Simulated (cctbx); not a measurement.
# What resolution and counting buy: Ho2ScTi4Ni4

Space group C2/m (no. 12), a = 14.7780 Å, b = 4.0460 Å, c = 6.2600 Å, α = 90.00°, β = 114.69°, γ = 90.00°.

```
atom  mult.       x    y       z  Ueq (Å²)
 Ho1      4  0.1330    0  0.6359    0.0108
 Ni1      4  0.3233    0  0.6296    0.0156
 Ni2      4  0.3335    0  0.0279    0.0160
 Ti1      4  0.0064  1/2  0.2945    0.0157
 Ti2      4  0.2161    0  0.2042    0.0147
 Sc1      2       0    0       0    0.0190
```

This is a model crystal, built by substitution and not relaxed, with assumed displacement parameters.

Five simulated data sets (cctbx; Ag Kα, λ = 0.56087 Å; 6 % proportional error) differ in resolution or exposure (noise floor 2 counts in the first three, 8 in the last two). Each is refined with the right model, isotropic at 1.1 Å and anisotropic otherwise. How do the figures of merit and the uncertainties move?

```
d min (Å)  top counts  ⟨I/σ⟩ (unmerged, absences included)  unique  param. (scale apart)   Rint      R1  GooF  largest s.u. xyz (fractional)  s.u. U of Sc1 (Å²)  largest error (Å)
      1.1       40000                                  7.2     157                    16  0.033  0.0180  0.90                        0.00036              0.0008             0.0030
     0.84       40000                                  7.0     338                    34  0.039  0.0178  0.93                        0.00022              0.0010             0.0016
      0.6       40000                                  6.7     898                    34  0.039  0.0178  0.93                        0.00010              0.0003             0.0009
     0.75         300                                  0.7     474                    34  0.335  0.1065  0.92                        0.00261              0.0108             0.0287
     0.75        3000                                  3.1     474                    34  0.073  0.0370  0.92                        0.00054              0.0023             0.0045
```

The number of reflections grows roughly as 1/d³: 157, 338 and 898 here. R1 follows the noise rather than the truth: at 300 counts it is 0.1065, at 3000 counts 0.0370, while GooF is 0.92 and 0.92: the weights 1/σ² carry the noise. The s.u. of U (U11 where anisotropic) for Sc1 goes 0.0008, 0.0010, 0.0003 Å² with resolution and 0.0108, 0.0023 Å² with exposure.

Hardware for the 0.6 Å refinement: 0.56 s on 1 thread of Arm Neoverse V2, with other jobs on the host, peak memory 0.09 GiB.

[Logs are printed without paths, hosts, clocks, repeated set-up lines and the standing remarks that a program may print on its own settings, such as how far it seeks lower states.]
